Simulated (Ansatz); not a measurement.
# S on Mg(0001): change of the work function, part 2 of 4

Aim: the work function of Mg(0001) at several coverages of S (fcc site), and the dipole that each adsorbate carries.

Ansatz 0.2.0; plane-wave DFT, PBE, Ansatz PAW.

So far, work function, upper face (eV): step 2 (the clean slab) 3.79.

## (3) The covered slab, k-mesh 4×4×1, coverage 0.111 ML

System of this step: S/Mg(0001). The cell holds 37 atoms: 36 Mg and 1 S. Cell: a = 9.630 Å, b = 9.630 Å, c = 27.576 Å, α = 90.0°, β = 90.0°, γ = 60.0°. Vacuum lies along c.

The clean slab as it ended is repeated in the plane and the adsorbate is set on one face; the cell's size fixes the coverage, and the k-mesh shrinks with it to keep the sampling density about even. Adsorbate and upper layers relax, since the dipole depends on the height.

The input, input.yaml:

```yaml
crystal:
  lattice:
    - [9.6299999999, 0.0, 0.0]
    - [4.815, 8.3398246384, 0.0]
    - [0.0, 0.0, 27.5760900775]
  atoms:
    - { symbol: Mg, position: [0.2222222222, 0.2222222222, 0.3263696911] }
    - { symbol: Mg, position: [0.0, 0.0, 0.4208907052] }
    - { symbol: Mg, position: [0.2222222222, 0.2222222222, 0.5155965706] }
    - { symbol: Mg, position: [0.0, 0.0, 0.610973011] }
    - { symbol: Mg, position: [0.2222222222, 0.5555555556, 0.3263696911] }
    - { symbol: Mg, position: [0.0, 0.3333333333, 0.4208907052] }
    - { symbol: Mg, position: [0.2222222222, 0.5555555556, 0.5155965706] }
    - { symbol: Mg, position: [0.0, 0.3333333333, 0.610973011] }
    - { symbol: Mg, position: [0.2222222222, 0.8888888889, 0.3263696911] }
    - { symbol: Mg, position: [0.0, 0.6666666667, 0.4208907052] }
    - { symbol: Mg, position: [0.2222222222, 0.8888888889, 0.5155965706] }
    - { symbol: Mg, position: [0.0, 0.6666666667, 0.610973011] }
    - { symbol: Mg, position: [0.5555555556, 0.2222222222, 0.3263696911] }
    - { symbol: Mg, position: [0.3333333333, 0.0, 0.4208907052] }
    - { symbol: Mg, position: [0.5555555556, 0.2222222222, 0.5155965706] }
    - { symbol: Mg, position: [0.3333333333, 0.0, 0.610973011] }
    - { symbol: Mg, position: [0.5555555556, 0.5555555556, 0.3263696911] }
    - { symbol: Mg, position: [0.3333333333, 0.3333333333, 0.4208907052] }
    - { symbol: Mg, position: [0.5555555556, 0.5555555556, 0.5155965706] }
    - { symbol: Mg, position: [0.3333333333, 0.3333333333, 0.610973011] }
    - { symbol: Mg, position: [0.5555555556, 0.8888888889, 0.3263696911] }
    - { symbol: Mg, position: [0.3333333333, 0.6666666667, 0.4208907052] }
    - { symbol: Mg, position: [0.5555555556, 0.8888888889, 0.5155965706] }
    - { symbol: Mg, position: [0.3333333333, 0.6666666667, 0.610973011] }
    - { symbol: Mg, position: [0.8888888889, 0.2222222222, 0.3263696911] }
    - { symbol: Mg, position: [0.6666666667, 0.0, 0.4208907052] }
    - { symbol: Mg, position: [0.8888888889, 0.2222222222, 0.5155965706] }
    - { symbol: Mg, position: [0.6666666667, 0.0, 0.610973011] }
    - { symbol: Mg, position: [0.8888888889, 0.5555555556, 0.3263696911] }
    - { symbol: Mg, position: [0.6666666667, 0.3333333333, 0.4208907052] }
    - { symbol: Mg, position: [0.8888888889, 0.5555555556, 0.5155965706] }
    - { symbol: Mg, position: [0.6666666667, 0.3333333333, 0.610973011] }
    - { symbol: Mg, position: [0.8888888889, 0.8888888889, 0.3263696911] }
    - { symbol: Mg, position: [0.6666666667, 0.6666666667, 0.4208907052] }
    - { symbol: Mg, position: [0.8888888889, 0.8888888889, 0.5155965706] }
    - { symbol: Mg, position: [0.6666666667, 0.6666666667, 0.610973011] }
    - { symbol: S, position: [0.1111111111, 0.1111111111, 0.6736303089] }
kpoints:
  mp_grid: { grid: [4, 4, 1] }
hamiltonian:
  xc: pbe
scf:
  occupations: { method: fermi_dirac, width: 0.1 }
  convergence: { dr2_threshold: 1.0e-08 }
efield:
  axis: 3
  dipole_correction: true
  ramp_position: 0.97
  ramp_width: 0.06
relax:
  f_tol: 0.02
  max_steps: 60
  constraints:
    - { sites: [0, 1, 4, 5, 8, 9, 12, 13, 16, 17, 20, 21, 24, 25, 28, 29, 32, 33] }
output:
  write_potential: true
  write_density: true
  volumetric_format: npy
```

On the command line:

```
$ ansatz run input.yaml --threads 4 --pin off --max-ram 16384MiB --backend cpu --events-out ev --progress --plain --runs-dir out
```

Numbers of over 12 decimals in the logs are rounded to 6 here.

Log:

```text
[...]
Crystal: 37 atoms, lattice volume = 2214.705 Å³
Basis set: ecut = 420 eV, 43191 PW (Γ), exchange–correlation on 144×144×384 points (8 copies of the dense FFT grid, shifted against one another)
Bands: 220, of which v1, the nominal top of the filled ones, is band 183 counted from 1 (182 counted from 0)
Symmetry: 6 space group operations
[...]
k-points: 4 of 16 (time reversal used)
[...]
SCF iter   1: F=—  HF=-70155.489180 eV  |F-HF|=—  |Δ(HF+E_count)|=         —  Δρ=7.98e-4  dr2=1.53e-1  ethr=1.77e-3  p=-0.258 e·Å  D=-2.11e-2 V/Å  ΔV_dip=0.58 eV  dr2_dipole=3.67e-2  V_vac-E_F(+/−)=4.34/3.76 eV  ⟨swp⟩=16.5  Hψ=5420  notcnv=0  defer=6
[...]
SCF iter   8: F=-70155.480982 eV  HF=-70155.480982 eV  |F-HF|=4.48e-9  |Δ(HF+E_count)|=   1.64e-8  Δρ=1.85e-7  dr2=1.34e-9  ethr=2.73e-12  p=-0.257 e·Å  D=-2.10e-2 V/Å  ΔV_dip=0.58 eV  dr2_dipole=3.32e-11  V_vac-E_F(+/−)=4.33/3.75 eV  ⟨swp⟩=9.0  Hψ=4477  notcnv=0
SCF 1 converged in 8 iterations: F = -70155.480982 eV  dr2 = 1.34e-9
[...]
relax step   1: F+E_penalty+E_count = -70155.48098238 eV  Δ(F+E_penalty+E_count) = +0.000e0 eV  max|allowed force component| = 1.037e0 eV/Å  Δτ_max = 0.0000 Å  (8 SCF iters, accepted)
[...]
SCF iter   7: F=-70155.602864 eV  HF=-70155.602864 eV  |F-HF|=6.74e-9  |Δ(HF+E_count)|=   1.09e-7  Δρ=3.99e-7  dr2=5.01e-9  ethr=2.73e-12  p=-0.222 e·Å  D=-1.81e-2 V/Å  ΔV_dip=0.50 eV  dr2_dipole=2.79e-10  V_vac-E_F(+/−)=4.26/3.76 eV  ⟨swp⟩=8.5  Hψ=5347  notcnv=0
SCF 2 converged in 7 iterations: F = -70155.602864 eV  dr2 = 5.01e-9
relax step   2: F+E_penalty+E_count = -70155.60286423 eV  Δ(F+E_penalty+E_count) = -1.219e-1 eV  max|allowed force component| = 3.498e-1 eV/Å  Δτ_max = 0.1254 Å  (7 SCF iters, accepted)
SCF iter   1: F=—  HF=-70155.621102 eV  |F-HF|=—  |Δ(HF+E_count)|=         —  Δρ=4.14e-4  dr2=1.28e-2  ethr=5.14e-5  p=-0.222 e·Å  D=-1.81e-2 V/Å  ΔV_dip=0.50 eV  dr2_dipole=1.72e-3  V_vac-E_F(+/−)=4.25/3.75 eV  ⟨swp⟩=6.0  Hψ=1847  notcnv=0  defer=8
[...]
SCF iter   7: F=-70155.620749 eV  HF=-70155.620749 eV  |F-HF|=4.92e-9  |Δ(HF+E_count)|=   1.18e-7  Δρ=3.99e-7  dr2=3.43e-9  ethr=2.73e-12  p=-0.207 e·Å  D=-1.69e-2 V/Å  ΔV_dip=0.47 eV  dr2_dipole=2.63e-11  V_vac-E_F(+/−)=4.22/3.76 eV  ⟨swp⟩=8.2  Hψ=5320  notcnv=0
SCF 3 converged in 7 iterations: F = -70155.620749 eV  dr2 = 3.43e-9
relax step   3: F+E_penalty+E_count = -70155.62074869 eV  Δ(F+E_penalty+E_count) = -1.788e-2 eV  max|allowed force component| = 6.965e-2 eV/Å  Δτ_max = 0.0597 Å  (7 SCF iters, accepted)
[...]
relax step   4: F+E_penalty+E_count = -70155.62189077 eV  Δ(F+E_penalty+E_count) = -1.142e-3 eV  max|allowed force component| = 2.242e-2 eV/Å  Δτ_max = 0.0204 Å  (7 SCF iters, accepted)
SCF iter   1: F=—  HF=-70155.621954 eV  |F-HF|=—  |Δ(HF+E_count)|=         —  Δρ=3.90e-5  dr2=1.80e-4  ethr=3.88e-7  p=-0.210 e·Å  D=-1.72e-2 V/Å  ΔV_dip=0.47 eV  dr2_dipole=3.68e-5  V_vac-E_F(+/−)=4.23/3.76 eV  ⟨swp⟩=4.2  Hψ=1583  notcnv=0  defer=14
[...]
SCF iter   6: F=-70155.622144 eV  HF=-70155.622144 eV  |F-HF|=2.66e-9  |Δ(HF+E_count)|=   1.76e-8  Δρ=1.18e-7  dr2=8.59e-10  ethr=2.73e-12  p=-0.210 e·Å  D=-1.71e-2 V/Å  ΔV_dip=0.47 eV  dr2_dipole=1.54e-10  V_vac-E_F(+/−)=4.23/3.76 eV  ⟨swp⟩=9.0  Hψ=4414  notcnv=0
SCF 5 converged in 6 iterations: F = -70155.622144 eV  dr2 = 8.59e-10
relax step   5: F+E_penalty+E_count = -70155.62214397 eV  Δ(F+E_penalty+E_count) = -2.532e-4 eV  max|allowed force component| = 9.210e-4 eV/Å  Δτ_max = 0.0068 Å  (6 SCF iters, accepted)
NSCF: frozen V_eff on 4 k-points
[...]
SCF converged after 6 iterations
Free energy (F): -70155.622144 eV
[...]
Internal energy: -70155.003435 eV  (E = F + TS)
E sigma→0 (E₀):  -70155.312790 eV
Entropy (-TS):   -0.618709 eV (-16.722 meV/atom)
Fermi energy:    -0.253969 eV
Dipole field:    D = -0.017114 V/Å  (p = -0.209461 e·Å, saw-weighted, corrected)
Work function:   Φ+ = 4.2289 eV   Φ− = 3.7570 eV
[...]
--- Forces (eV/Å), atoms counted from 1 ---
  atom   1  Mg     0.01385997     0.00800206    -0.03933373
  atom   2  Mg    -0.01832278    -0.01057866     0.06456424
  atom   3  Mg     0.00028925     0.00016700    -0.00054796
  atom   4  Mg    -0.00001304    -0.00000753    -0.00011303
  atom   5  Mg    -0.01172238     0.00676792    -0.02271424
  atom   6  Mg     0.00000000     0.02115733     0.06456424
  atom   7  Mg    -0.00002687     0.00001551    -0.00048934
  atom   8  Mg     0.00000000     0.00001505    -0.00011303
  atom   9  Mg    -0.00000000    -0.01600411    -0.03933373
  atom  10  Mg    -0.02500877     0.01443882    -0.00252136
  atom  11  Mg    -0.00000000    -0.00033400    -0.00054796
  atom  12  Mg    -0.00010576     0.00006106    -0.00012093
  atom  13  Mg    -0.00000000    -0.01353584    -0.02271424
  atom  14  Mg     0.01832278    -0.01057866     0.06456424
  atom  15  Mg    -0.00000000    -0.00003103    -0.00048934
  atom  16  Mg     0.00001304    -0.00000753    -0.00011303
  atom  17  Mg     0.01172238     0.00676792    -0.02271424
  atom  18  Mg    -0.02071863    -0.01196191     0.01634414
  atom  19  Mg     0.00002687     0.00001551    -0.00048934
  atom  20  Mg    -0.00003097    -0.00001788     0.00053752
  atom  21  Mg    -0.00875872     0.00505685    -0.01632066
  atom  22  Mg     0.00000000     0.02392382     0.01634414
  atom  23  Mg    -0.00004998     0.00002886     0.00040443
  atom  24  Mg     0.00000000     0.00003576     0.00053752
  atom  25  Mg    -0.01385997     0.00800206    -0.03933373
  atom  26  Mg    -0.00000000    -0.02887764    -0.00252136
  atom  27  Mg    -0.00028925     0.00016700    -0.00054796
  atom  28  Mg    -0.00000000    -0.00012213    -0.00012093
  atom  29  Mg    -0.00000000    -0.01011370    -0.01632066
  atom  30  Mg     0.02071863    -0.01196191     0.01634414
  atom  31  Mg    -0.00000000    -0.00005771     0.00040443
  atom  32  Mg     0.00003097    -0.00001788     0.00053752
  atom  33  Mg     0.00875872     0.00505685    -0.01632066
  atom  34  Mg     0.02500877     0.01443882    -0.00252136
  atom  35  Mg     0.00004998     0.00002886     0.00040443
  atom  36  Mg     0.00010576     0.00006106    -0.00012093
  atom  37  S     -0.00000000    -0.00000000     0.00092099
  max |Σ_I F_I| component: 1.18e-5 eV/Å
--- Band table (eV) ---
  k-point 0: bands = [... 179 lower, -0.5522, -0.5115, -0.5115, -0.2524, 0.1197, 0.1197, 0.1433, 0.2261, ... 33 higher]
  k-point 1: bands = [... 179 lower, -0.4239, -0.4183, -0.2915, -0.1254, -0.0807, -0.0792, 0.1284, 0.4122, ... 33 higher]
  k-point 2: bands = [... 179 lower, -0.7741, -0.6267, -0.4096, -0.1533, -0.1508, -0.1207, -0.1081, 0.0980, ... 33 higher]
  k-point 3: bands = [... 179 lower, -0.8158, -0.7819, -0.6944, -0.4495, -0.3445, -0.2493, -0.1582, -0.0942, ... 33 higher]
--- Relaxed structure (5 steps of the walk, 5 accepted, 0 SCFs on fresh bases) ---
  F+E_penalty+E_count = -70155.62214397 eV   max|allowed force component| = 9.210e-4 eV/Å
  atoms:
    - { symbol: Mg, position: [0.222222, 0.222222, 0.326370] }
    - { symbol: Mg, position: [1.1111101403313757e-11, 1.1111101403313755e-11, 0.420891] }
    - { symbol: Mg, position: [0.221977, 0.221977, 0.516248] }
    - { symbol: Mg, position: [-0.00336388, -0.00336388, 0.614518] }
    - { symbol: Mg, position: [0.222222, 0.555556, 0.326370] }
    - { symbol: Mg, position: [1.1111084274872951e-11, 0.333333, 0.420891] }
    - { symbol: Mg, position: [0.222620, 0.555357, 0.513505] }
    - { symbol: Mg, position: [-0.00336388, 0.340061, 0.614518] }
    - { symbol: Mg, position: [0.222222, 0.888889, 0.326370] }
    - { symbol: Mg, position: [-2.2222279572048365e-11, 0.666667, 0.420891] }
    - { symbol: Mg, position: [0.221977, 0.889380, 0.516248] }
    - { symbol: Mg, position: [0.00103901, 0.666147, 0.610324] }
    - { symbol: Mg, position: [0.555556, 0.222222, 0.326370] }
    - { symbol: Mg, position: [0.333333, 1.1111101403313755e-11, 0.420891] }
    - { symbol: Mg, position: [0.555357, 0.222620, 0.513505] }
    - { symbol: Mg, position: [0.340061, -0.00336388, 0.614518] }
    - { symbol: Mg, position: [0.555556, 0.555556, 0.326370] }
    - { symbol: Mg, position: [0.333333, 0.333333, 0.420891] }
    - { symbol: Mg, position: [0.555357, 0.555357, 0.513505] }
    - { symbol: Mg, position: [0.336630, 0.336630, 0.607894] }
    - { symbol: Mg, position: [0.555556, 0.888889, 0.326370] }
    - { symbol: Mg, position: [0.333333, 0.666667, 0.420891] }
    - { symbol: Mg, position: [0.554546, 0.889394, 0.516033] }
    - { symbol: Mg, position: [0.336630, 0.660072, 0.607894] }
    - { symbol: Mg, position: [0.888889, 0.222222, 0.326370] }
    - { symbol: Mg, position: [0.666667, -2.222223468803194e-11, 0.420891] }
    - { symbol: Mg, position: [0.889380, 0.221977, 0.516248] }
    - { symbol: Mg, position: [0.666147, 0.00103901, 0.610324] }
    - { symbol: Mg, position: [0.888889, 0.555556, 0.326370] }
    - { symbol: Mg, position: [0.666667, 0.333333, 0.420891] }
    - { symbol: Mg, position: [0.889394, 0.554546, 0.516033] }
    - { symbol: Mg, position: [0.660072, 0.336630, 0.607894] }
    - { symbol: Mg, position: [0.888889, 0.888889, 0.326370] }
    - { symbol: Mg, position: [0.666667, 0.666667, 0.420891] }
    - { symbol: Mg, position: [0.889394, 0.889394, 0.516033] }
    - { symbol: Mg, position: [0.666147, 0.666147, 0.610324] }
    - { symbol: S, position: [0.111111, 0.111111, 0.668979] }
```

The job ended after 5.3 min (4 threads of Arm Neoverse V1, shared host; peak memory 7.8 GiB; 17 min of CPU time).

Step by step:

| step | energy less that of the first step (eV) | largest force component (eV/Å) |
| --- | --- | --- |
| 1 | 0.0000 | 1.0366 |
| 2 | -0.1219 | 0.3498 |
| 3 | -0.1398 | 0.0696 |
| 4 | -0.1409 | 0.0224 |
| 5 | -0.1412 | 0.0009 |

Forces are held to the 6 operations that the run works with; a distortion that breaks them can't arise in this run.

The atoms that moved most (Å):

```csv
atom,dx,dy,dz,length
S37,0.000,0.000,-0.128,0.128
Mg4,-0.049,-0.028,0.098,0.113
Mg16,0.049,-0.028,0.098,0.113
Mg8,0.000,0.056,0.098,0.113
Mg32,-0.048,0.027,-0.085,0.101
Mg24,0.000,-0.055,-0.085,0.101
Mg20,0.048,0.027,-0.085,0.101
Mg19,-0.003,-0.002,-0.058,0.058
```

Final coordinates:

```cif
data_structure
_symmetry_space_group_name_H-M 'P 1'
_symmetry_Int_Tables_number 1
_cell_length_a 9.6300
_cell_length_b 9.6300
_cell_length_c 27.5761
_cell_angle_alpha 90.000
_cell_angle_beta 90.000
_cell_angle_gamma 60.000
_cell_volume 2214.71
loop_
_atom_site_label
_atom_site_type_symbol
_atom_site_fract_x
_atom_site_fract_y
_atom_site_fract_z
_atom_site_occupancy
Mg1 Mg 0.22222 0.22222 0.32637 1
Mg2 Mg 0.00000 0.00000 0.42089 1
Mg3 Mg 0.22198 0.22198 0.51625 1
Mg4 Mg 0.99664 0.99664 0.61452 1
Mg5 Mg 0.22222 0.55556 0.32637 1
Mg6 Mg 0.00000 0.33333 0.42089 1
Mg7 Mg 0.22262 0.55536 0.51350 1
Mg8 Mg 0.99664 0.34006 0.61452 1
Mg9 Mg 0.22222 0.88889 0.32637 1
Mg10 Mg 0.00000 0.66667 0.42089 1
Mg11 Mg 0.22198 0.88938 0.51625 1
Mg12 Mg 0.00104 0.66615 0.61032 1
Mg13 Mg 0.55556 0.22222 0.32637 1
Mg14 Mg 0.33333 0.00000 0.42089 1
Mg15 Mg 0.55536 0.22262 0.51350 1
Mg16 Mg 0.34006 0.99664 0.61452 1
Mg17 Mg 0.55556 0.55556 0.32637 1
Mg18 Mg 0.33333 0.33333 0.42089 1
Mg19 Mg 0.55536 0.55536 0.51350 1
Mg20 Mg 0.33663 0.33663 0.60789 1
Mg21 Mg 0.55556 0.88889 0.32637 1
Mg22 Mg 0.33333 0.66667 0.42089 1
Mg23 Mg 0.55455 0.88939 0.51603 1
Mg24 Mg 0.33663 0.66007 0.60789 1
Mg25 Mg 0.88889 0.22222 0.32637 1
Mg26 Mg 0.66667 0.00000 0.42089 1
Mg27 Mg 0.88938 0.22198 0.51625 1
Mg28 Mg 0.66615 0.00104 0.61032 1
Mg29 Mg 0.88889 0.55556 0.32637 1
Mg30 Mg 0.66667 0.33333 0.42089 1
Mg31 Mg 0.88939 0.55455 0.51603 1
Mg32 Mg 0.66007 0.33663 0.60789 1
Mg33 Mg 0.88889 0.88889 0.32637 1
Mg34 Mg 0.66667 0.66667 0.42089 1
Mg35 Mg 0.88939 0.88939 0.51603 1
Mg36 Mg 0.66615 0.66615 0.61032 1
S37 S 0.11111 0.11111 0.66898 1
```

Numbers from this step:

| Quantity | Value |
| --- | --- |
| energy at zero smearing | -70155.3128 eV |
| work function, upper face | 4.229 eV |
| work function, lower face | 3.757 eV |
| dipole along the normal | -0.2095 e·Å |
| step between the vacuum levels | 0.4719 eV |

Running mean over 2.60652 Å of the planar mean; the ramp of the sawtooth is left out. Table of electron's electrostatic potential energy less the Fermi level by z:

z (Å), electron's electrostatic potential energy less the Fermi level (eV) and a bar from the least value:
```
        4       3.76 ############################
        5       3.74 ############################
        6       3.61 ############################
        7       2.57 ########################
        8      -2.11 #######
        9      -4.03 
       10      -4.04 
       11      -4.02 
       12      -4.02 
       13      -4.04 
       14      -4.02 
       15      -3.96 #
       16      -3.95 #
       17      -4.15 
       18      -1.76 #########
       19       2.57 ########################
       20       3.85 #############################
       21       4.20 ##############################
       22       4.23 ##############################
       23       4.23 ##############################
       24       4.23 ##############################
```

The relaxation took 5 steps and lowered the energy by 0.14 eV; the largest force on the free atoms ends at 9.2e-4 eV/Å.

The covered face has 4.23 eV, +0.44 eV against the clean one; the bare back face has moved by -0.03 eV, a measure of how thin the slab is.

[end of part 2 of 4]

[Logs are printed without paths, hosts, clocks, repeated set-up lines and the standing remarks that a program may print on its own settings, such as how far it seeks lower states.]

[Hosts, paths, dates, database ids (printed as entryN), source tags and the programs' standing remarks are cut or masked in the printed files.]

[Maps of the electrostatic potential energy from Ansatz leave out the sawtooth potential of an applied field or a dipole correction, so their vacuum need not be flat; planar profiles and work functions include it.]
